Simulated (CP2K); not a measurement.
The N K edge of 5-methoxypyrimidine was computed by TDDFT (CP2K XAS_TDP, aug-cc-pVDZ, TDA) at these levels: PBE, PBEh(45%) and PBEh(45%) + GW2X. The first three lines of N5 (bonded to 2 C) with a strength over 0.0015, energy in eV and strength:

```
run           first          second           third
  1  394.82 (0.051)  401.44 (0.002)  402.25 (0.006)
  2  399.71 (0.051)  406.33 (0.002)  407.15 (0.006)
  3  379.15 (0.011)  379.86 (0.012)  382.52 (0.003)
```

Question: Which run is which?

Run 1: PBEh(45%) (45 % exact exchange). Run 2: PBEh(45%) + GW2X (45 % exact exchange). Run 3: PBE (0 % exact exchange). Self-interaction lifts the core level, so the uncorrected lines rise with the share of exact exchange. The GW2X run keeps the spacings of its parent: 6.62 eV between the first two lines in run 2, 6.62 eV in run 1. Its shift is +4.89 eV, since the Kohn–Sham level at this share of exchange lies that far above the quasiparticle level.

[Banner, clock and machine lines of the logs are left out without a mark of their own.]

[Logs are printed without paths, hosts, clocks, repeated set-up lines and the standing remarks that a program may print on its own settings, such as how far it seeks lower states.]

[Hosts, paths, dates, database ids (printed as entryN), source tags and the programs' standing remarks are cut or masked in the printed files.]
